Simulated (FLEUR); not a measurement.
# FePt (c factor at fixed volume 0.9 on the database's cell): from one collinear state to anisotropy, part 2 of 2

Wanted: anisotropy for FePt (c factor at fixed volume 0.9 on the database's cell), with the cost of each step.

FLEUR MaX-R8.1; PBE; all-electron FLAPW, Dirac cores, scalar-relativistic bands.

So far. Step 2 (The magnetic state): After 26 cycles the largest moment stands at 3.02 μB.

## (5) Spin–orbit coupling, moments along [001]

Level of this step: PBE; all-electron FLAPW, Dirac cores, scalar-relativistic bands with spin-orbit coupling (FLEUR).

Spin–orbit coupling ties the spins to the lattice and lets orbital moments form.

A new self-consistent run of the start ferro +, with the moments along z. The k list default-1 (kpts.xml, not shown) is a Γ-centred 20×20×17 mesh.

Input file inp.xml:

```
<?xml version="1.0" encoding="UTF-8" standalone="no"?>
<fleurInput fleurInputVersion="0.39">
   <comment>
      FePt
   </comment>
   <calculationSetup>
      <cutoffs Kmax="3.6" Gmax="10.8" GmaxXC="10.8" numbands="72"/>
      <scfLoop itmax="110" minDistance="0.00002" maxIterBroyd="15" imix="Anderson" alpha="0.05" precondParam="0.0" spinf="2.0" sdNocoIR="T"/>
      <coreElectrons ctail="T" frcor="F" kcrel="0" coretail_lmax="0"/>
      <xcFunctional name="pbe" relativisticCorrections="F"/>
      <magnetism jspins="2"/>
      <soc l_soc="T" theta="0.0" phi="0.0" spav="F"/>
      <expertModes spex="0" secvar="F"/>
      <geometryOptimization l_f="F" forcealpha="1.0" forcemix="BFGS" epsdisp="0.00001" epsforce="0.00001"/>
      <ldaU l_linMix="F" mixParam="0.05" spinf="1.0"/>
   </calculationSetup>
   <cell>
      <bzIntegration valenceElectrons="32.0" mode="hist" fermiSmearingEnergy="0.00183747">
         <kPointListSelection listName="default-1"/>
         <xi:include xmlns:xi="http://www.w3.org/2001/XInclude" href="kpts.xml"> </xi:include>
      </bzIntegration>
      <xi:include xmlns:xi="http://www.w3.org/2001/XInclude" href="sym.xml"> </xi:include>
      <bulkLattice scale="1.0">
         <bravaisMatrix>
            <row-1>    5.4250655750311250     0.0000000000000000     0.0000000000000000</row-1>
            <row-2>    0.0000000000000000     5.4250655750311250     0.0000000000000000</row-2>
            <row-3>    0.0000000000000000     0.0000000000000000     6.3268030651607994</row-3>
         </bravaisMatrix>
      </bulkLattice>
   </cell>
   <atomSpecies>
      <species name="Iron (Fe) 2.800" element="Fe" atomicNumber="26">
         <mtSphere radius="2.42" gridPoints="801" logIncrement="0.015"/>
         <atomicCutoffs lmax="10" lnonsphr="8"/>
         <electronConfig flipSpins="F">
            <coreConfig>(1s1/2) (2s1/2) (2p1/2) (2p3/2)</coreConfig>
            <valenceConfig>(3s1/2) (3p1/2) (3p3/2) (4s1/2) (3d3/2) (3d5/2)</valenceConfig>
            <stateOccupation state="(3d3/2)" spinUp="1.4" spinDown="1.0"/>
            <stateOccupation state="(3d5/2)" spinUp="3.0" spinDown="0.6"/>
         </electronConfig>
         <energyParameters s="4" p="4" d="3" f="4"/>
         <lo type="SCLO" l="0" n="3" eDeriv="0"/>
         <lo type="SCLO" l="1" n="3" eDeriv="0"/>
      </species>
      <species name="Platinum (Pt)" element="Pt" atomicNumber="78">
         <mtSphere radius="2.42" gridPoints="801" logIncrement="0.017"/>
         <atomicCutoffs lmax="10" lnonsphr="8"/>
         <electronConfig flipSpins="F">
            <coreConfig>(1s1/2) (2s1/2) (2p1/2) (2p3/2) (3s1/2) (3p1/2) (3p3/2) (4s1/2) (3d3/2) (3d5/2) (4p1/2) (4p3/2) (5s1/2) (4d3/2) (4d5/2) (4f5/2) (4f7/2)</coreConfig>
            <valenceConfig>(5p1/2) (5p3/2) (6s1/2) (5d3/2) (5d5/2)</valenceConfig>
            <stateOccupation state="(6s1/2)" spinUp="0.500000" spinDown="0.500000"/>
            <stateOccupation state="(5d3/2)" spinUp="1.800000" spinDown="1.800000"/>
            <stateOccupation state="(5d5/2)" spinUp="2.700000" spinDown="2.700000"/>
         </electronConfig>
         <energyParameters s="6" p="6" d="5" f="5"/>
         <lo type="SCLO" l="1" n="5" eDeriv="0"/>
      </species>
   </atomSpecies>
   <atomGroups>
      <atomGroup species="Iron (Fe) 2.800">
         <relPos label="                   1">.0000000000 .0000000000 .0000000000</relPos>
         <force calculate="T" relaxXYZ="TTT"/>
      </atomGroup>
      <atomGroup species="Platinum (Pt)">
         <relPos label="                   2">1.000/2.000 1.000/2.000 1.000/2.000</relPos>
         <force calculate="T" relaxXYZ="TTT"/>
      </atomGroup>
   </atomGroups>
   <output dos="F" band="F" slice="F">
      <bandDOS minEnergy="-.5*Htr" maxEnergy="0.5*Htr" sigma="0.015" storeEVData="T"/>
      <plotting iplot="0" polar="F">
         <plot TwoD="T" vec1="  1.0  0.0  0.0" vec2="  0.0  1.0  0.0" vec3="  0.0  0.0  1.0" zero="  0.0  0.0  0.0" file="plot"/>
      </plotting>
      <moessbauerParams electricFieldGradient="F" isomerShift="F" coreHyperfine="F" valenceHyperfine="F"/>
   </output>
</fleurInput>
```

Input file crystal.txt:

```
FePt
&input film=F cartesian=F /
2.87082107000  0.00000000000  0.00000000000
0.00000000000  2.87082107000  0.00000000000
0.00000000000  0.00000000000  3.34800000000
1.8897261246
1.0 1.0 1.0

2
26 0.00000000000  0.00000000000  0.00000000000 : 2.800
78 0.50000000000  0.50000000000  0.50000000000

&soc 0.0000000 0.0000000 /
&kpt div1=20 div2=20 div3=17 gamma=T /
```

Started as:

```sh
$ OMP_NUM_THREADS=1 inpgen -f crystal.txt > inpgen.log  # inp.xml is then edited as shown
$ OMP_NUM_THREADS=1 mpirun -n 8 fleur_MPI > fleur.log
```

The program printed:

```text
[banner, memory and clock lines left out]
Welcome to FLEUR        (www.flapw.de)
      MaX-Release 8.1          (www.max-centre.eu)

 ========== k-point set info ==========
 Selected k-point list: default-1
 k-point list type: mesh
 0 x 0 x 0
 Number of k points: 920

 [... set-up left out ...]
 Iteration:     1   Distance:      40.25101081 me/bohr^3
 Iteration:     2   Distance:      16.87945915 me/bohr^3
 Iteration:     3   Distance:      12.71444972 me/bohr^3
 Iteration:     4   Distance:       9.30419173 me/bohr^3
 Iteration:     5   Distance:       8.43742471 me/bohr^3
 Iteration:     6   Distance:       8.92788063 me/bohr^3
 Iteration:     7   Distance:       3.59048780 me/bohr^3
 Iteration:     8   Distance:       3.14823448 me/bohr^3
 Iteration:     9   Distance:       1.06796285 me/bohr^3
 Iteration:    10   Distance:       1.09543175 me/bohr^3
 Iteration:    11   Distance:       0.08600385 me/bohr^3
 Iteration:    12   Distance:       0.07858708 me/bohr^3
 Iteration:    13   Distance:       0.03207353 me/bohr^3
 Iteration:    14   Distance:       0.03132465 me/bohr^3
[... lines left out ...]
 Iteration:    19   Distance:       0.00079655 me/bohr^3
 Iteration:    20   Distance:       0.00063854 me/bohr^3
 Iteration:    21   Distance:       0.00038950 me/bohr^3
 Iteration:    22   Distance:       0.00017658 me/bohr^3
 Iteration:    23   Distance:       0.00004891 me/bohr^3
 Iteration:    24   Distance:       0.00007199 me/bohr^3
 Iteration:    25   Distance:       0.00001625 me/bohr^3

 ********************************************************************
 Run finished successfully
 Stop message:
   all done
 ********************************************************************

--- out.xml (last complete iteration) ---
<iteration numberForCurrentRun="   25" overallNumber="   25">
         [... left out ...]
         <bandgap value="0.0000000000" units="eV"/>
         <sumValenceSingleParticleEnergies value="-18.0934854046" units="Htr"/>
         <FermiEnergy value="0.4430012578" units="Htr"/>
         [... left out ...]
         <magneticMomentsInMTSpheres units="muBohr">
            <globalMagMoment atomType="1" vec="0.00000   0.00000   3.01792"/>
            <globalMagMoment atomType="2" vec="0.00000   0.00000   0.45186"/>
         </magneticMomentsInMTSpheres>
         <orbitalMomentsInMTSpheres units="muBohr">
            <globalMagMoment atomType="1" vec="0.00000   0.00000   0.04638"/>
            <globalMagMoment atomType="2" vec="0.00000   0.00000   0.07166"/>
         </orbitalMomentsInMTSpheres>
         [... left out ...]
         <totalEnergy value="   -19719.5875881752" units="Htr">
            <sumOfEigenvalues value="   -12060.8964718188">
               <coreElectrons value="-12042.8029864142"/>
               <valenceElectrons value="-18.0934854046"/>
            </sumOfEigenvalues>
         [... left out ...]
            <freeEnergy value="-19719.5882706032"/>
            <extrapolationTo0K value="-19719.5879293892"/>
         </totalEnergy>
         <densityConvergence units="me/bohr^3">
            <chargeDensity spin="1" distance="0.0000069907"/>
            <chargeDensity spin="2" distance="0.0000126174"/>
            <overallChargeDensity distance="0.0000123381"/>
            <spinDensity distance="0.0000162453"/>
         </densityConvergence>
      </iteration>
```

Elapsed: 4.7 min, on 8 MPI ranks of Arm Neoverse V2, shared host; peak memory 1.3 GiB.

Read from the output:

| Quantity | Value |
| --- | --- |
| free energy | -536597.3330 eV |
| program's band gap on this mesh (in a metal only a level spacing) | 0 eV |
| magnetization | 3.425 μB |
| final state | ferromagnetic |
| largest moment | 3.018 μB |
| orbital moment along the spin | 0.04638 μB |

Orbital moment in the sphere, along the spin axis by atom:

| atom | orbital moment in the sphere, along the spin axis (μB) |
| --- | --- |
| Fe1 | 0.0464 |
| Pt2 | 0.0717 |

## (6) Summary of results

| Item | Value |
| --- | --- |
| reference state | ferromagnetic |
| largest sphere moment | 3.02 μB |
| easy direction of those tried | not resolved |
| energy along [100] less [001], force theorem | -0.107 meV a primitive cell |
| orbital moment on the atom of largest spin, along its spin (spin–orbit run) | 0.0464 μB |

What this shows: The lowest directions differ by less than these runs resolve; shape anisotropy is not included. The difference for the second direction goes from -0.28 meV (mesh 13×13×12, 72 states, 5.9 min of CPU time) to -0.11 meV (mesh 20×20×17, 72 states, 19 min), so it is not converged. On the atom of largest spin the orbital moment is almost quenched; the largest on any atom is 0.072 μB. The state was typed, and no other order was converged beside it, so it need not be the ground state.

[Logs and program files are shortened in this print: banners, set-up blocks, solver, clock and traceback lines can be left out without a mark of their own.]

[Logs are printed without paths, hosts, clocks, repeated set-up lines and the standing remarks that a program may print on its own settings, such as how far it seeks lower states.]

[Hosts, paths, dates, database ids (printed as entryN), source tags and the programs' standing remarks are cut or masked in the printed files.]

[Where a cell is said to come from a database of computed structures, the database is the Materials Project.]
